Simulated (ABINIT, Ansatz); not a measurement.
# InF3 (R-3c): G0W0 on several meshes in ABINIT, part 2 of 2

How does the mesh move the gap of InF3 (R-3c)?

ABINIT 10.8.3; LDA and many-body steps on it, plane waves. Known limits of the many-body steps: not at the basis limit; exchange with frozen shells missing; no spin-orbit coupling; coarse k mesh.

So far. Step 4 (2×2×2): The gap on the mesh goes from 4.00 eV to 6.85 eV, a correction of +2.85 eV. Step 5 (Empty states on the mesh, 4×4×4 mesh, 120 bands): On this mesh the gap is 3.997 eV.

## 7. 4×4×4

This step: G0W0 on LDA, plane waves, norm-conserving pseudopotentials.

File run.abi:

```
acell 3*1.0 Angstrom
rprim 
  2.602141182914 1.502346912402 4.907506134507
  -2.602141182914 1.502346912402 4.907506134507
  0.000000000000 -3.004693824873 4.907506134486
ntypat 2
znucl 49 9
natom 8
typat 1 1 2 2 2 2 2 2
xred 
  0.500000000000 0.500000000000 0.500000000000
  -0.000000000000 0.000000000000 0.000000000000
  0.395709220000 0.750000000000 0.104290780000
  0.750000000000 0.104290780000 0.395709220000
  0.895709220000 0.604290780000 0.250000000000
  0.250000000000 0.895709220000 0.604290780000
  0.604290780000 0.250000000000 0.895709220000
  0.104290780000 0.395709220000 0.750000000000
pp_dirpath "pseudos"
pseudos "In.upf, F.upf"
ecut 36
ngkpt 4 4 4
nshiftk 1
shiftk 0 0 0
kptopt 1
chksymbreak 0
istwfk *1
occopt 1
irdwfk 1
optdriver 4
nband 110
gwcalctyp 0
ecutsigx 36
symsigma 1
nkptgw 2
kptgw 
  0.5000000000 0.5000000000 0.0000000000
  0.0000000000 0.0000000000 0.0000000000
bdgw 
  33 36
  33 36
ecuteps 4.2
irdscr 1
ppmodel 1
indata_prefix "in"
outdata_prefix "out"
tmpdata_prefix "tmp"
```

On the command line:

```console
OMP_NUM_THREADS=1 mpirun -n 4 abinit run.abi > log
```

Numbers of over 12 decimals in the logs are rounded to 6 here.

The program printed:

```text
.Version 10.8.3 of ABINIT. v10.8.2 released Aug 2026.

 Symmetries : space group R-3 c (#167); Bravais hR (rhombohedral)
[... echo of the input left out ...]
== DATASET  1 ==================================================================
-   mpi_nproc: 4, omp_nthreads: 1 (-1 if OMP is not activated)

--- !DatasetInfo
iteration_state: {dtset: 1, }
dimensions: {natom: 8, nkpt: 13, mband: 110, nsppol: 1, nspinor: 1, nspden: 1, mpw: 8026, }
cutoff_energies: {ecut:  36.0, pawecutdg:  -1.0, }
electrons: {nelect:   6.80000000E+01, charge:   0.00000000E+00, occopt:   1.00000000E+00, tsmear:   1.00000000E-02, }

 SIGMA: Calculation of the GW corrections

 Based on a program developped by R.W. Godby, V. Olevano, G. Onida, and L. Reining.
 Incorporated in ABINIT by V. Olevano, G.-M. Rignanese, and M. Torrent.
.Using double precision arithmetic ; gwpc =  8

[... cell and pseudopotentials left out ...]
--------------------------------------------------------------------------------

 ==== K-mesh for the wavefunctions ====
 Number of points in the irreducible wedge :    13
[... list of points left out ...]
 Together with 12 symmetry operations and time-reversal symmetry
 yields    64 points in the full Brillouin Zone.

 ==== Q-mesh for screening function ====
 Number of points in the irreducible wedge :    13
[... list of points left out ...]
 Together with 12 symmetry operations and time-reversal symmetry
 yields    64 points in the full Brillouin Zone.

 vcoul_init : cutoff-mode = AUXILIARY_FUNCTION
 q-points for optical limit:   1
     1)      0.000010    0.000020    0.000030
 setmesh: FFT mesh size selected  =    60x   60x   60
          total number of points  =       216000

 Number of electrons calculated from density =   68.0000; Expected =   68.0000
[...]
number of omega for Sigma on real axis              0
 max omega for Sigma on real axis  [eV]           0.00
 zcut for avoiding poles [eV]                     0.10

 EPSILON^-1 parameters (SCR file):
 dimension of the eps^-1 matrix on file            327
 dimension of the eps^-1 matrix used               327
 number of plane-waves for wavefunctions          7987
 number of bands                                   110
 number of q-points in IBZ                          13
 number of frequencies                               2
 number of real frequencies                          1
 number of imag frequencies                          1

 matrix elements of self-energy operator (all in [eV])

 Perturbative Calculation

--- !SelfEnergy_ee
iteration_state: {dtset: 1, }
kpoint     : [   0.500,    0.500,    0.000, ]
spin       : 1
KS_gap     :    6.522
QP_gap     :   10.306
Delta_QP_KS:    3.784
data: !SigmaeeData |
     Band     E0 <VxcDFT>   SigX SigC(E0)      Z dSigC/dE  Sig(E)    E-E0       E
       33  -1.587 -23.080 -29.756   5.244   0.803  -0.245 -24.229  -1.149  -2.736
       34  -1.436 -22.745 -30.449   5.710   0.795  -0.258 -24.330  -1.585  -3.021
       35   5.086 -17.413 -12.401  -2.422   0.849  -0.178 -15.214   2.199   7.285
[...]
--- !SelfEnergy_ee
iteration_state: {dtset: 1, }
kpoint     : [   0.000,    0.000,    0.000, ]
spin       : 1
KS_gap     :    4.030
QP_gap     :    7.351
Delta_QP_KS:    3.321
data: !SigmaeeData |
     Band     E0 <VxcDFT>   SigX SigC(E0)      Z dSigC/dE  Sig(E)    E-E0       E
[...]
35   2.561 -14.347 -10.030  -2.374   0.865  -0.155 -12.666   1.681   4.242
       36   7.966 -19.069 -12.857  -2.971   0.834  -0.199 -16.365   2.704  10.669

== END DATASET(S) ==============================================================
================================================================================

 -outvars: echo values of variables after computation  --------
           etotal      0.0000000000E+00
            nband         110
             nkpt          13
          spgroup         167
 [... the other variables as echoed above ...]

 Calculation completed.
```

Wall time 51 s (4 MPI ranks of Arm Neoverse N1, shared host); peak memory 2.7 GiB; 3.4 min of CPU time.

This step gave:

```yaml
g0w0_gap_on_the_points_computed: 6.978 eV
starting_gap_on_the_mesh: 3.997 eV
k_of_the_valence_top: 0.5, 0.5, 0
k_of_the_conduction_bottom: 0, 0, 0
z_at_the_valence_top: 0.803
z_at_the_conduction_bottom: 0.865
least_direct_g0w0_gap_on_the_computed_points: 7.351 eV
```

Against G0W0 in ABINIT (2×2×2 mesh, 110 bands, screening to 114.3 eV, Godby-Needs plasmon pole), the gap moves by +0.131 eV.

## 8. Side by side

Times are wall times on 4 MPI ranks of Arm Neoverse N1, shared host, good to a factor of about two. A run's time includes the screening step that it read.

```csv
run,mesh,bands,screening cutoff (eV),DFT gap (eV),gap on the mesh (eV),direct (eV),ε∞ used,time
2×2×2,2×2×2,110,114.3,3.997,6.847,7.222,2.45,77 s
4×4×4,4×4×4,110,114.3,3.997,6.978,7.351,2.41,13 min
```

## 9. Outcome

| Property | Result |
| --- | --- |
| 2×2×2 | 6.847 eV |
| 4×4×4 | 6.978 eV |
| known limits | not at the basis limit; exchange with frozen shells missing; no spin-orbit coupling; coarse k mesh |

4×4×4: +0.131 eV against 2×2×2. Bands and cutoff are finite, so the gap is not at the basis limit. The miss can reach some tenths of an eV and take either sign; the mesh is an error of its own. In the first G0W0 run levels were corrected at 2 k points alone, so a gap called «on the mesh» is the least over those, and an edge elsewhere would be missed. The 2×2×2 mesh is coarse for this cell, which bears on the long-range parts of exchange and screening. The norm-conserving file of at least one element keeps a d shell over frozen s and p shells of the same row. Exchange with those shells is missing from the self-energy, an error of 0.3 to 0.9 eV in cases checked, whose sign depends on which edge lies on those atoms. The many-body steps are scalar-relativistic: spin-orbit coupling is not in them.

[Paths, hosts, dates, memory and timing lines, banners, echoed tables and standing remarks are left out of the program output.]

[Logs are printed without paths, hosts, clocks, repeated set-up lines and the standing remarks that a program may print on its own settings, such as how far it seeks lower states.]

[Runs of the session that timed out or met a known fault of the program may be left out.]

[No measured gap is set beside runs whose start may be inverted or whose files or cutoffs have a known fault.]

[Hosts, paths, dates, database ids (printed as entryN), source tags and the programs' standing remarks are cut or masked in the printed files.]

[G0W0 gaps are taken among the corrected bands and points alone; a level outside them can change the order at an edge.]

[Where Ansatz stands beside ABINIT at settings called matched, ABINIT's density can come from a denser mesh and the files from another edition; pairs whose starting gaps differed by over 0.03 eV were left out, so agreement reads better than it is.]
